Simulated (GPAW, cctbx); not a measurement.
# ZnGa2Pb2: what bonding does to one electron reflection, worked out

ZnGa2Pb2, P-3m1 (no. 164), a = 4.2188 Å, b = 4.2188 Å, c = 8.4118 Å, α = 90.00°, β = 90.00°, γ = 120.00°.

```csv
atom,mult.,x,y,z
Pb1,2,1/3,2/3,0.2061
Ga1,2,1/3,2/3,0.5715
Zn1,1,0,0,0
```

The start was made by putting kin elements into a known structure type; the compound need not exist, or be stable, in this form.

A DFT run (GPAW, PBE, 450 eV, 6×6×3 k-points (along the axes of the calculation cell), Fermi–Dirac width 0.1 eV) gives the static X-ray structure factor of 100 as 75.448 e for the conventional cell; superposed free atoms give 75.343 e. **Problem.** Find the Fourier component V of the crystal potential and the two-beam extinction distance at 300 kV in both cases.

### 1. Geometry

The cell volume is Ω = 129.66 Å³ and d(100) = 3.6536 Å, so g = 1/d = 0.2737 Å⁻¹.

### 2. The nuclei

Electrons feel nuclei as well as electrons, so the nuclear charges are summed with the same phases.

Phase sums Σ exp(2πi h·x), turned so that the total is real and positive: Pb +1.000, Ga +1.000, Zn -1.000. Then F_Z = 82 × (+1.000) + 31 × (+1.000) + 30 × (-1.000) = 83.00 e. The electron term has the same sign for this reflection.

### 3. Mott–Bethe

Poisson's equation, term by term, gives V = (e/4πε₀)(F_Z − F)/(πΩg²), with e/4πε₀ = 14.3996 V Å.

The prefactor is 14.3996 × 3.6536²/(π × 129.66) = 0.47189 V per electron. Free atoms: (83.00 − 75.343) × 0.47189 = 3.613 V. Crystal: (83.00 − 75.448) × 0.47189 = 3.564 V. F changes by +0.14 % and V by -1.4 %: the same 0.10 e is measured against F_Z − F = 7.7 e in place of F = 75.3 e.

### 4. Extinction distance

In the two-beam case ξ = 1/(λU) with U = 2γm₀eV/h², that is ξ = 150.41 V Å²/(γλV).

At 300 kV, λ = 0.01969 Å and γ = 1.5871. Free atoms: ξ = 1332 Å. Crystal: ξ = 1351 Å. The thickness fringes go as sin²(πt/ξ), so the two patterns slip by a quarter of a period when t|1/ξ₁ − 1/ξ₀| = 1/4, at t ≈ 2429 nm, thicker than usual samples. Thermal motion, absorption and many-beam coupling, left out here, change a real pattern.

### 5. Answer

V(100) is 3.56 V against 3.61 V, and ξ is 1351 against 1332 Å. Limits: static atoms, two beams.

[Outputs are excerpts: Python notices, other lines and further rows are left out; steps that failed or that the build refused (PBEsol, TPSS) are not shown.]

[Logs are printed without paths, hosts, clocks, repeated set-up lines and the standing remarks that a program may print on its own settings, such as how far it seeks lower states.]
